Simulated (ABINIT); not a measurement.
# A GW run on Sr2SiS4 (P2_1/m) in ABINIT, with inputs changed

What do changed inputs do to GW on Sr2SiS4 (P2_1/m)?

Method: LDA and many-body steps on it, plane waves, in ABINIT 10.8.3.

Report form: the programs' logs are mostly left out.

## Step 1: Set-up

The structure is monoclinic, space group P2_1/m (No. 11). Conventional cell: a = 6.609 Å, b = 6.660 Å, c = 8.262 Å, α = 90.00°, β = 108.22°, γ = 90.00°. Nearest to Sr lie 9 S at 2.96 to 3.80 Å and 4 Si at 3.51 to 3.93 Å. Nearest to Sr lie 8 S at 3.04 to 3.46 Å and 3 Si at 3.71 to 3.89 Å. Nearest to Si lie 4 S at 2.12 to 2.13 Å and 7 Sr at 3.51 to 3.93 Å. S has 1 Si at 2.12 Å and 5 Sr at 3.03 to 3.80 Å nearest. S has 1 Si at 2.13 Å and 4 Sr at 2.96 to 3.46 Å nearest. Nearest to S lie 1 Si at 2.12 Å and 4 Sr at 3.01 to 3.13 Å. Farther neighbours and most contacts between anions are not listed.

The cell and positions are those that the Materials Project relaxed with its own functionals (PBE, PBE+U or r2SCAN), kept fixed.

## Step 2: Screening, 2×2×2 mesh, 210 bands, screening to 87.1 eV

This step: ABINIT 10.8.3; RPA screening on LDA, plane waves, norm-conserving pseudopotentials.

The RPA dielectric matrix is built and inverted for each q.

Contents of run.abi:

```
acell 3*1.0 Angstrom
rprim 
  6.608739210500 0.000000000000 -0.000000000000
  0.000000000000 6.659542380000 0.000000000000
  -2.582748258700 0.000000000000 7.848229828000
ntypat 3
znucl 38 14 16
natom 14
typat 1 1 1 1 2 2 3 3 3 3 3 3 3 3
xred 
  0.283671200000 0.750000000000 0.951809120000
  0.716328800000 0.250000000000 0.048190880000
  0.224829900000 0.750000000000 0.429263770000
  0.775170100000 0.250000000000 0.570736230000
  0.721301030000 0.750000000000 0.796846200000
  0.278698970000 0.250000000000 0.203153800000
  0.886453430000 0.750000000000 0.061575940000
  0.113546570000 0.250000000000 0.938424060000
  0.916900480000 0.750000000000 0.635667980000
  0.083099520000 0.250000000000 0.364332020000
  0.510384140000 0.501966720000 0.737248200000
  0.489615860000 0.001966720000 0.262751800000
  0.489615860000 0.498033280000 0.262751800000
  0.510384140000 0.998033280000 0.737248200000
pp_dirpath "pseudos"
pseudos "Sr.upf, Si.upf, S.upf"
ecut 28
ngkpt 2 2 2
nshiftk 1
shiftk 0 0 0
kptopt 1
chksymbreak 0
istwfk *1
occopt 1
irdwfk 1
optdriver 3
nband 210
ecuteps 3.2
inclvkb 2
awtr 1
symchi 1
indata_prefix "in"
outdata_prefix "out"
tmpdata_prefix "tmp"
```

Started as:

```sh
$ OMP_NUM_THREADS=1 mpirun -n 16 abinit run.abi > log
```

Elapsed: 4.6 min, on 16 MPI ranks of Arm Neoverse V1, shared host; peak memory 20 GiB.

This step gave:

| Quantity | Value |
| --- | --- |
| ε∞ with local fields, on this mesh, along the program's q direction | 4.859 |
| the same without local fields | 5.914 |
| plasma frequency | 19.58 eV |
| plane waves in the screening matrix | 631 |

Local fields lower ε∞ by 18 %. On a Γ-centred mesh this coarse the value itself is usually too large, while a short band sum pulls it down.

## Step 3: Base

The self-energy is evaluated for the states that the input lists, and the levels follow from it, in one-shot runs by the linearised quasiparticle equation.

This step: G0W0 on LDA, plane waves, norm-conserving pseudopotentials.

run.abi: that of step 2 with these lines changed.

```diff
@@ -35,8 +35,17 @@
 irdwfk 1
-optdriver 3
+optdriver 4
 nband 210
+gwcalctyp 0
+ecutsigx 28
+symsigma 1
+nkptgw 2
+kptgw 
+  0.0000000000 0.0000000000 0.0000000000
+  0.5000000000 0.0000000000 0.0000000000
+bdgw 
+  47 50
+  47 50
 ecuteps 3.2
-inclvkb 2
-awtr 1
-symchi 1
+irdscr 1
+ppmodel 1
 indata_prefix "in"
```

It took 24 s on 16 MPI ranks; peak memory 8.5 GiB; 6.3 min of CPU time.

Numbers from this step:

```
G0W0 gap on the points computed              : 4.528 eV
starting gap on the mesh                     : 2.766 eV
k of the valence top                         : 0, 0, 0
k of the conduction bottom                   : 0.5, 0, 0
Z at the valence top                         : 0.788
Z at the conduction bottom                   : 0.828
least direct G0W0 gap on the computed points : 4.664 eV
```

The gap on the mesh goes from 2.77 eV to 4.53 eV, a correction of +1.76 eV.

## Step 4: Scissors in G

run.abi: that of step 3 with these lines changed.

```diff
@@ -50,2 +50,3 @@
 ppmodel 1
+mbpt_sciss 0.5 eV
 indata_prefix "in"
```

It took 24 s on 16 MPI ranks; peak memory 8.5 GiB; 6.4 min of CPU time.

Numbers from this step:

| Item | Value |
| --- | --- |
| G0W0 gap on the points computed | 4.581 eV |
| starting gap on the mesh | 2.766 eV |
| k of the valence top | 0, 0, 0 |
| k of the conduction bottom | 0.5, 0, 0 |
| Z at the valence top | 0.789 |
| Z at the conduction bottom | 0.829 |
| least direct G0W0 gap on the computed points | 4.718 eV |

## Step 5: Exchange cutoff

run.abi: that of step 4 with these lines changed.

```diff
@@ -38,3 +38,3 @@
 gwcalctyp 0
-ecutsigx 28
+ecutsigx 4.2
 symsigma 1
@@ -50,3 +50,2 @@
 ppmodel 1
-mbpt_sciss 0.5 eV
 indata_prefix "in"
```

It took 23 s on 16 MPI ranks; peak memory 8.4 GiB.

This step gave:

```yaml
g0w0_gap_on_the_points_computed: 4.549 eV
starting_gap_on_the_mesh: 2.766 eV
k_of_the_valence_top: 0, 0, 0
k_of_the_conduction_bottom: 0.5, 0, 0
z_at_the_valence_top: 0.788
z_at_the_conduction_bottom: 0.828
least_direct_g0w0_gap_on_the_computed_points: 4.645 eV
```

## Step 6: Smaller part of the screening matrix

run.abi: that of step 5 with these lines changed.

```diff
@@ -38,3 +38,3 @@
 gwcalctyp 0
-ecutsigx 4.2
+ecutsigx 28
 symsigma 1
@@ -47,3 +47,3 @@
   47 50
-ecuteps 3.2
+ecuteps 1.6
 irdscr 1
```

The job ended after 9.2 s (16 MPI ranks; peak memory 4.9 GiB).

Numbers from this step:

* G0W0 gap on the points computed: 4.443 eV
* starting gap on the mesh: 2.766 eV
* k of the valence top: 0, 0, 0
* k of the conduction bottom: 0.5, 0, 0
* Z at the valence top: 0.797
* Z at the conduction bottom: 0.83
* least direct G0W0 gap on the computed points: 4.61 eV

## Step 7: No symmetry in the self-energy

run.abi: that of step 6 with these lines changed.

```diff
@@ -39,3 +39,3 @@
 ecutsigx 28
-symsigma 1
+symsigma 0
 nkptgw 2
@@ -47,3 +47,3 @@
   47 50
-ecuteps 1.6
+ecuteps 3.2
 irdscr 1
```

Elapsed: 24 s, on 16 MPI ranks; peak memory 8.5 GiB.

Numbers from this step:

| Quantity | Value |
| --- | --- |
| G0W0 gap on the points computed | 4.528 eV |
| starting gap on the mesh | 2.766 eV |
| k of the valence top | 0, 0, 0 |
| k of the conduction bottom | 0.5, 0, 0 |
| least direct G0W0 gap on the computed points | 4.664 eV |

Against G0W0 in ABINIT (2×2×2 mesh, 210 bands, screening to 87.1 eV, Godby-Needs plasmon pole), the gap moves by +0.000 eV.

## Step 8: More bands than the file holds

run.abi: that of step 7 with these lines changed.

```diff
@@ -36,6 +36,6 @@
 optdriver 4
-nband 210
+nband 630
 gwcalctyp 0
 ecutsigx 28
-symsigma 0
+symsigma 1
 nkptgw 2
```

Elapsed: 3.1 s, on 16 MPI ranks; peak memory 0.75 GiB.

The run stopped with an error after 3.1 s.

The program's words: Number of bands stored WFK file is less than required. WFK mband: 230, self-energy nband: 630

The fault put into this input: more bands than the file holds.

## Step 9: Exchange cutoff of one hartree

run.abi: that of step 8 with these lines changed.

```diff
@@ -36,5 +36,5 @@
 optdriver 4
-nband 630
+nband 210
 gwcalctyp 0
-ecutsigx 28
+ecutsigx 1
 symsigma 1
```

Elapsed: 6.4 s, on 16 MPI ranks; peak memory 3.5 GiB; 100 s of CPU time.

The run ended normally, though the input holds a fault or crude settings.

The fault put into this input: exchange cutoff of one hartree. It printed a gap of 3.51 eV, an artefact of the input.

## Step 10: Side by side

Times are wall times on 16 MPI ranks of Arm Neoverse V1, shared host, good to a factor of about two. A run's time includes the screening step that it read.

```tsv
run	mesh	bands	screening cutoff (eV)	DFT gap (eV)	gap on the mesh (eV)	direct (eV)	ε∞ used	time
base	2×2×2	210	87.1	2.766	4.528	4.664	4.86	5 min
scissors in G	2×2×2	210	87.1	2.766	4.581	4.718	4.86	5 min
exchange cutoff	2×2×2	210	87.1	2.766	4.549	4.645	4.86	5 min
smaller part of the screening matrix	2×2×2	210	43.5	2.766	4.443	4.610	4.86	4.8 min
no symmetry in the self-energy	2×2×2	210	87.1	2.766	4.528	4.664	4.86	5 min
```

## Step 11: Summary of results

```
base                                 : 4.528 eV
scissors in G                        : 4.581 eV
exchange cutoff                      : 4.549 eV
smaller part of the screening matrix : 4.443 eV
no symmetry in the self-energy       : 4.528 eV
known limits                         : not at the basis limit; no spin-orbit coupling; coarse k mesh
```

**Reading.** Scissors in G: +0.053 eV against base (keys changed: mbpt_sciss). Exchange cutoff: +0.021 eV against base (keys changed: ecutsigx). Smaller part of the screening matrix: −0.085 eV against base (keys changed: ecuteps). No symmetry in the self-energy: no change against base (keys changed: symsigma). Bands and cutoff are finite, so the gap is not at the basis limit. The miss can reach some tenths of an eV and take either sign; the mesh is an error of its own. In the G0W0 runs levels were corrected at 2 k points alone, so a gap called «on the mesh» is the least over those, and an edge elsewhere would be missed. The 2×2×2 mesh is coarse for this cell, which bears on the long-range parts of exchange and screening. The many-body steps are scalar-relativistic: spin-orbit coupling is not in them.

[Paths, hosts, dates, memory and timing lines, banners, echoed tables and standing remarks are left out of the program output.]

[Logs are printed without paths, hosts, clocks, repeated set-up lines and the standing remarks that a program may print on its own settings, such as how far it seeks lower states.]

[Runs of the session that timed out or met a known fault of the program may be left out.]

[Hosts, paths, dates, database ids (printed as entryN), source tags and the programs' standing remarks are cut or masked in the printed files.]

[G0W0 gaps are taken among the corrected bands and points alone; a level outside them can change the order at an edge.]

[Where Ansatz stands beside ABINIT at settings called matched, ABINIT's density can come from a denser mesh and the files from another edition; pairs whose starting gaps differed by over 0.03 eV were left out, so agreement reads better than it is.]
